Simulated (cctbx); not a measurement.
# AlTl2Fe2Rh: as given, inverted or twinned?

Space group Pm (no. 6), a = 5.2550 Å, b = 8.4760 Å, c = 5.3500 Å, α = 90.00°, β = 117.32°, γ = 90.00°.

| atom | mult. | x | y | z | Ueq (Å²) |
| --- | --- | --- | --- | --- | --- |
| Tl1 | 2 | 0.6561 | 0.2004 | 0.3306 | 0.0109 |
| Tl2 | 2 | 0.3323 | 0.3307 | 0.6715 | 0.0127 |
| Rh1 | 1 | 0.6509 | 0 | 0.8375 | 0.0093 |
| Rh2 | 1 | 0.1736 | 0 | 0.3428 | 0.0159 |
| Fe1 | 1 | 0.8305 | 1/2 | 0.1749 | 0.0104 |
| Fe2 | 1 | 0.3499 | 1/2 | 0.1746 | 0.0125 |
| Fe3 | 1 | 0.8348 | 1/2 | 0.6461 | 0.0118 |
| Fe4 | 1 | 0.1638 | 0 | 0.8290 | 0.0166 |
| Al1 | 2 | 0.0093 | 0.2639 | 0.9963 | 0.0201 |

The model is made up (kin elements in a known structure type, no relaxation), so it says nothing on whether the phase exists.

Data sets are simulated with cctbx and refined with Bijvoet mates kept apart; Flack x is then fitted as the share of an inverted twin with the atoms fixed, Hooft y from the Bijvoet differences. The group is acentric but holds improper operations, so there is an absolute structure (orientation) and no hand.

Untwinned crystal. What Flack and Hooft values should come out?

| λ (Å) | extinction (unmodelled) | d min (Å) | top counts | error (%) | model | R1 | Flack x | s.u. | Hooft y | s.u. | pairs |
| --- | --- | --- | --- | --- | --- | --- | --- | --- | --- | --- | --- |
| 0.71073 | 0 | 0.77 | 20000 | 1.5 | as given | 0.0121 | 0.005 | 0.007 | 0.012 | 0.008 | 488 |
| 0.71073 | 0 | 0.77 | 20000 | 1.5 | inverted | 0.0468 | 0.976 | 0.013 | 1.015 | 0.009 | 488 |
| 1.54184 | 0 | 0.83 | 5000 | 2 | as given | 0.0179 | 0.04 | 0.02 | 0.034 | 0.024 | 400 |

With Mo Kα, x is within 3 s.u. of 0, so the absolute structure is right. With Cu Kα, x is within 3 s.u. of 0, so the absolute structure is right. Inverting the model turns x into about 1 − x.

A further crystal gives:

```csv
λ (Å),extinction (unmodelled),d min (Å),top counts,error (%),model,R1,Flack x,s.u.,Hooft y,s.u.,pairs
0.7749,0.3,0.7,5000,1.5,as given,0.0237,0.137,0.008,0.127,0.009,655
```

**Question.** What is it?

It was simulated as an inversion twin with a fraction 0.15 of the inverted domain. Flack x is over 3 s.u. from both 0 and 1 and reads that fraction.

[Logs are printed without paths, hosts, clocks, repeated set-up lines and the standing remarks that a program may print on its own settings, such as how far it seeks lower states.]
